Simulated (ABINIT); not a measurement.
Planning a run of ABINIT 10.8.3 on BaZrSe3 (P1). The input:

```
acell 3*1.0 Angstrom
rprim 
  5.287383000000 -0.000000000000 -0.000000000000
  0.003576000000 5.296392000000 -0.000000000000
  0.007950000000 0.010054000000 5.309462000000
ntypat 3
znucl 56 40 34
natom 5
typat 1 2 3 3 3
xred 
  0.998643000000 0.998478000000 0.998673000000
  0.476578000000 0.490069000000 0.476727000000
  0.488317000000 0.998506000000 0.502693000000
  0.983845000000 0.511636000000 0.518540000000
  0.492614000000 0.501310000000 0.993370000000
pp_dirpath "pseudos"
pseudos "Ba.upf, Zr.upf, Se.upf"
ecut 48
ngkpt 2 2 2
nshiftk 1
shiftk 0 0 0
kptopt 1
chksymbreak 0
istwfk *1
occopt 1
irdwfk 1
optdriver 4
nband 184
gwcalctyp 10
ecutsigx 48
symsigma 1
nkptgw 8
kptgw 
  0.0000000000 0.0000000000 0.0000000000
  0.5000000000 0.0000000000 0.0000000000
  0.0000000000 0.5000000000 0.0000000000
  0.5000000000 0.5000000000 0.0000000000
  0.0000000000 0.0000000000 0.5000000000
  0.5000000000 0.0000000000 0.5000000000
  0.0000000000 0.5000000000 0.5000000000
  0.5000000000 0.5000000000 0.5000000000
bdgw 
  39 51
  39 51
  39 51
  39 51
  39 51
  39 51
  39 51
  39 51
ecuteps 3.9
irdscr 1
ppmodel 1
irdqps 1
indata_prefix "in"
outdata_prefix "out"
tmpdata_prefix "tmp"
```

```sh
OMP_NUM_THREADS=1 mpirun -n 8 abinit run.abi > log
```

**Question.** How long will it take on 8 MPI ranks of Arm Neoverse N1, shared host, and how much memory?

It took 4.8 min; on shared hardware allow 2.4 min to 9.7 min. Peak host memory was 6.9 GiB.

[Paths, hosts, dates, memory and timing lines, banners, echoed tables and standing remarks are left out of the program output.]

[Logs are printed without paths, hosts, clocks, repeated set-up lines and the standing remarks that a program may print on its own settings, such as how far it seeks lower states.]

[Runs of the session that timed out or met a known fault of the program may be left out.]

[Hosts, paths, dates, database ids (printed as entryN), source tags and the programs' standing remarks are cut or masked in the printed files.]

[G0W0 gaps are taken among the corrected bands and points alone; a level outside them can change the order at an edge.]

[Where Ansatz stands beside ABINIT at settings called matched, ABINIT's density can come from a denser mesh and the files from another edition; pairs whose starting gaps differed by over 0.03 eV were left out, so agreement reads better than it is.]
